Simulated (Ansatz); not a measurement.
# TlCuAg2O4, from a guessed structure to a relaxed one, part 2 of 2

Starting from a made-up structure for TlCuAg2O4, the aim is the relaxed cell, its shortest contacts and, where a second run follows, its electronic structure.

Ansatz 0.2.0; DFT, PBE, plane-wave PAW, files of the set soft_1, scalar-relativistic, ferromagnetic start, cell and ions relaxed at zero pressure; PAW set soft_1 (the session's first sound run).

So far: The starting structure; Relaxing cell and atoms.

## Step 3: Bands of the relaxed cell

With the geometry fixed, one more self-consistent run, with a narrower smearing and the mesh shown in its input, gives the bands, and its pressure, and its forces where symmetry allows any, show how far the geometry depends on these settings.

This step: DFT, PBE, plane-wave PAW, files of the set soft_1, scalar-relativistic, no spin, bands and density of states at the relaxed cell; PAW set soft_1 (Ansatz 0.2.0).

The input, input.yaml:

```yaml
crystal:
  lattice:
    - [6.4096914945, 0.0, -0.3048753993]
    - [0.0, 3.2570378078, 0.0]
    - [-2.4877538372, 0.0, 5.2041485569]
  atoms:
    - { symbol: Tl, position: [0.5, 0.5, 0.0] }
    - { symbol: Ag, position: [0.0, 0.5, 0.5] }
    - { symbol: Ag, position: [0.0, 0.0, 0.0] }
    - { symbol: Cu, position: [0.5, 0.0, 0.5] }
    - { symbol: O, position: [0.7416441998, 0.5, 0.8008395962] }
    - { symbol: O, position: [0.6883657868, 0.0, 0.3239566812] }
    - { symbol: O, position: [0.2583558002, 0.5, 0.1991604038] }
    - { symbol: O, position: [0.3116342132, 0.0, 0.6760433188] }
kpoints:
  mp_grid: { grid: [6, 10, 6] }
  band_path:
    path:
      - [[0.0, 0.0, 0.0], [0.5, 0.0, 0.0], [0.30494877, 0.0, 0.37015914], [0.0, 0.0, 0.5], [0.0, 0.5, 0.5], [-0.30494877, 0.5, 0.62984086], [-0.5, 0.5, 0.5], [-0.5, 0.0, 0.5], [-0.30494877, 0.0, 0.62984086]]
      - [[0.30494877, 0.5, 0.37015914], [0.5, 0.5, 0.0], [0.0, 0.5, 0.0]]
      - [[0.5, 0.0, 0.0], [0.5, 0.5, 0.0]]
    npoints: 7
scf:
  occupations: { method: fermi_dirac, width: 0.03 }
  n_extra_bands: 12
hamiltonian:
  xc: pbe
  pseudopotentials: { kind: paw, azcp: { folder: soft_1 } }
output:
  forces: true
  stress: true
  write_bands: true
  dos: { projected: true }
  write_density: true
  write_potential: true
  elf: true
  volumetric_format: npy
```

On the command line:

```console
$ ansatz run input.yaml --threads 4 --pin off --max-ram 10240MiB --backend cpu --events-out ev --progress --plain --runs-dir out
```

Numbers of over 12 decimals in the logs are rounded to 6 here.

Output:

```text
[...]
Crystal: 8 atoms, lattice volume = 106.175 Å³
Basis set: ecut = 420 eV, 2081 PW (Γ), exchange–correlation on 90×48×80 points (8 copies of the dense FFT grid, shifted against one another)
Bands: 59, of which v1, the nominal top of the filled ones, is band 47 counted from 1 (46 counted from 0)
Symmetry: 4 space group operations
[...]
k-points: 120 of 360
[...]
SCF iter   1: F=—  HF=-35516.333909 eV  |F-HF|=—  |Δ(HF+E_count)|=         —  Δρ=1.16e-1  dr2=1.28e1  ethr=3.10e-3  ⟨swp⟩=5.3  Hψ=23820  notcnv=0  defer=8
[...]
SCF iter  12: F=-35514.728370 eV  HF=-35514.728370 eV  |F-HF|=3.62e-8  |Δ(HF+E_count)|=   1.60e-9  Δρ=4.78e-6  dr2=4.43e-8  ethr=1.06e-10  ⟨swp⟩=13.3  Hψ=46267  notcnv=0
SCF 1 converged in 12 iterations: F = -35514.728370 eV  dr2 = 4.43e-8
[...]
NSCF: frozen V_eff on 80 k-points
SCF converged after 12 iterations
Free energy (F): -35514.728370 eV
[...]
Internal energy: -35514.720792 eV  (E = F + TS)
E sigma→0 (E₀):  -35514.724581 eV
Entropy (-TS):   -0.007578 eV (-0.947 meV/atom)
Fermi energy:    11.268193 eV
[...]
--- Forces (eV/Å), atoms counted from 1 ---
  atom   1  Tl     0.00000000     0.00000000     0.00000000
  atom   2  Ag     0.00000000     0.00000000     0.00000000
  atom   3  Ag     0.00000000     0.00000000     0.00000000
  atom   4  Cu    -0.00000000     0.00000000    -0.00000000
  atom   5  O     -0.02987190     0.00000000    -0.00334531
  atom   6  O     -0.01621934    -0.00000000     0.01748976
  atom   7  O      0.02987190    -0.00000000     0.00334531
  atom   8  O      0.01621934     0.00000000    -0.01748976
  max |Σ_I F_I| component: 3.47e-18 eV/Å
--- Stress (GPa, compression-positive) ---
       -0.101029       0.000000       0.137525
        0.000000       0.082789       0.000000
        0.137525       0.000000      -0.036594
  P = ⅓ Tr σ = -0.0183 GPa (-0.183 kbar)
--- Band table (eV; the first three rows and the last of 120) ---
  k-point 0: bands = [... 43 lower, 9.6695, 10.4142, 10.5793, 11.2918, 11.3320, 11.9199, 14.6928, 15.3103, ... 8 higher]
  k-point 1: bands = [... 43 lower, 9.6930, 10.3695, 10.9980, 11.2077, 11.2329, 11.8140, 14.5565, 15.1439, ... 8 higher]
  k-point 2: bands = [... 43 lower, 10.1173, 10.1910, 10.9951, 11.0377, 11.5468, 11.9857, 14.0151, 14.9011, ... 8 higher]
  k-point 119: bands = [... 43 lower, 9.8160, 10.5948, 11.1747, 11.5159, 11.7249, 13.2845, 14.7967, 15.4656, ... 8 higher]
```

The job ended after 12 s (4 threads of Intel Xeon Platinum 8488C (Sapphire Rapids), shared host; peak memory 0.96 GiB).

Numbers from this step:

| Property | Result |
| --- | --- |
| free energy | -35514.7284 eV |
| energy at zero smearing | -35514.7246 eV |
| smearing term TS | 0.007578 eV |
| Fermi energy | 11.27 eV |
| pressure | -0.01828 GPa |

bands.tsv at the labelled points (eV, zero at the Fermi level; the bands that come nearest the Fermi level along the path):

| point | band 44 | band 45 | band 46 | band 47 | band 48 | band 49 | band 50 | band 51 |
| --- | --- | --- | --- | --- | --- | --- | --- | --- |
| Γ | -1.60 | -0.85 | -0.69 | 0.02 | 0.06 | 0.65 | 3.42 | 4.04 |
| Y | -0.94 | -0.87 | -0.79 | 0.05 | 0.08 | 0.78 | 2.33 | 4.09 |
| H | -1.20 | -1.08 | -0.60 | -0.39 | 0.29 | 1.50 | 2.61 | 3.25 |
| C | -1.30 | -0.81 | -0.42 | -0.24 | 0.08 | 1.44 | 2.15 | 3.55 |
| E | -1.17 | -0.79 | -0.71 | -0.47 | -0.01 | 1.78 | 4.88 | 5.05 |
| M1 | -1.27 | -0.83 | -0.43 | -0.07 | 0.16 | 1.87 | 4.26 | 4.69 |
| A | -1.45 | -0.67 | -0.09 | 0.25 | 0.46 | 2.02 | 3.53 | 4.20 |
| X | -1.29 | -1.24 | -1.04 | -0.33 | 0.61 | 1.35 | 3.27 | 3.85 |
| H1 | -1.20 | -1.08 | -0.60 | -0.39 | 0.29 | 1.50 | 2.61 | 3.25 |
| M | -1.27 | -0.83 | -0.43 | -0.07 | 0.16 | 1.87 | 4.26 | 4.69 |
| D | -1.35 | -0.96 | -0.79 | -0.33 | 0.16 | 2.40 | 4.10 | 5.02 |
| Z | -1.47 | -1.30 | -0.52 | -0.23 | 0.44 | 2.47 | 4.65 | 4.92 |
| Y | -0.94 | -0.87 | -0.79 | 0.05 | 0.08 | 0.78 | 2.33 | 4.09 |
| D | -1.35 | -0.96 | -0.79 | -0.33 | 0.16 | 2.40 | 4.10 | 5.02 |

Valence density in the ac plane at fractional y = 0.000, with atoms of Ag and Cu and O within 0.2 Å of it. It is the smooth field of the valence electrons, not physical close to the nuclei.

Ten steps, logarithmic in the rise over the least value, from '0' (0 e/Å³) to '9' (55 e/Å³), each cell a mean:
```
752000000000000257
420000000000000245
100001211000000122
000013431000000000
000135531000000000
000245421232000000
000133225763000000
000111148972010000
000000158851222100
000000135422443100
000000011124552000
000000000124531000
111000000023210000
343100000011000002
664100000000000025
764100000000000147
```
Columns run along a (6.4 Å), rows up along c (5.8 Å). Atoms in or near the plane, at fractional coordinates: Ag at (0.00, 0.00), Cu at (0.50, 0.50), O at (0.69, 0.32), O at (0.31, 0.68).

Electrostatic potential energy in the ac plane at fractional y = 0.000, with atoms of Ag and Cu and O within 0.2 Å of it. With pseudopotentials it is smooth inside the atoms' cores, unlike the true potential.

Ten even steps from '0' (-41 eV) to '9' (16 eV), each cell a mean:
```
647999999999999646
468999999999998644
799999889999999766
999995358999999989
999951148988999999
999831267546899999
999854662003899999
999999830004999999
999999710027767999
999999721366225999
999999877873016999
999999999962259999
878899999986699999
545799999999999997
544799999999999964
855899999999999746
```
Columns run along a (6.4 Å; values clipped at the 3rd and 97th percentile), rows up along c (5.8 Å). Atoms in or near the plane, at fractional coordinates: Ag at (0.00, 0.00), Cu at (0.50, 0.50), O at (0.69, 0.32), O at (0.31, 0.68).

ELF in the ac plane at fractional y = 0.000, with atoms of Ag and Cu and O within 0.2 Å of it. It is the smooth field of the valence electrons, not physical close to the nuclei.

Values, 9 rows by 16 columns, each cell a mean:
```
0.55 0.41 0.23 0.08 0.06 0.13 0.19 0.17 0.11 0.06 0.03 0.04 0.11 0.28 0.49 0.61
0.26 0.15 0.07 0.18 0.49 0.68 0.71 0.56 0.23 0.07 0.05 0.06 0.09 0.19 0.32 0.33
0.07 0.07 0.26 0.68 0.70 0.54 0.74 0.55 0.18 0.13 0.11 0.08 0.06 0.07 0.09 0.09
0.06 0.12 0.49 0.80 0.74 0.71 0.48 0.19 0.26 0.20 0.15 0.11 0.12 0.11 0.07 0.06
0.06 0.10 0.29 0.48 0.43 0.23 0.16 0.44 0.57 0.20 0.26 0.54 0.67 0.56 0.22 0.07
0.05 0.05 0.05 0.06 0.08 0.13 0.16 0.17 0.17 0.46 0.70 0.60 0.78 0.69 0.22 0.07
0.13 0.15 0.12 0.08 0.07 0.08 0.10 0.13 0.41 0.75 0.69 0.69 0.69 0.33 0.08 0.08
0.40 0.43 0.32 0.15 0.07 0.05 0.04 0.11 0.32 0.53 0.56 0.41 0.17 0.07 0.16 0.30
0.72 0.57 0.39 0.17 0.06 0.03 0.05 0.08 0.11 0.11 0.09 0.05 0.06 0.20 0.40 0.57
```
Columns run along a (6.4 Å), rows up along c (5.8 Å). Atoms in or near the plane, at fractional coordinates: Ag at (0.00, 0.00), Cu at (0.50, 0.50), O at (0.69, 0.32), O at (0.31, 0.68).

## Step 4: Outcome

* space group, relaxed: P2/m
* conventional cell: a = 5.768, b = 3.257, c = 6.276 Å; α = 90.0°, β = 115.8°, γ = 90.0°
* volume per atom: 13.27 Å³ (guess 13.74)
* total moment: 0.00 μB in the cell of 8 atoms

**Reading.** TlCuAg2O4 relaxes to P2/m with a = 5.768, b = 3.257 and c = 6.276 Å. The guessed volume was 4 % too large. The space group P2/m was held in the relaxation, so the end point is a stationary structure within it and may be a saddle against distortions or other arrangements. The moments died out from this one start and weren't seeded again at the relaxed cell. Bands cross the Fermi level, so it is a metal or semimetal at this level. Semilocal functionals can close a small real gap, so this isn't settled for compounds with anions. On the 6×10×6 mesh with the narrower smearing (relaxed on 5×8×5) the largest force component is 0.030 eV/Å and the largest stress component is 0.138 GPa, against the relaxation's thresholds of 0.015 eV/Å and 0.05 GPa. The cutoff wasn't tested. A vector of the cell changed its length by 10 %, more than the volume shows. Spin-orbit coupling is left out, which can matter for elements this heavy. No dispersion term is used, so weakly bound directions may come out too long. Nothing here tests whether the compound is stable against decomposition.

[Logs are printed without paths, hosts, clocks, repeated set-up lines and the standing remarks that a program may print on its own settings, such as how far it seeks lower states.]

[Hosts, paths, dates, database ids (printed as entryN), source tags and the programs' standing remarks are cut or masked in the printed files.]
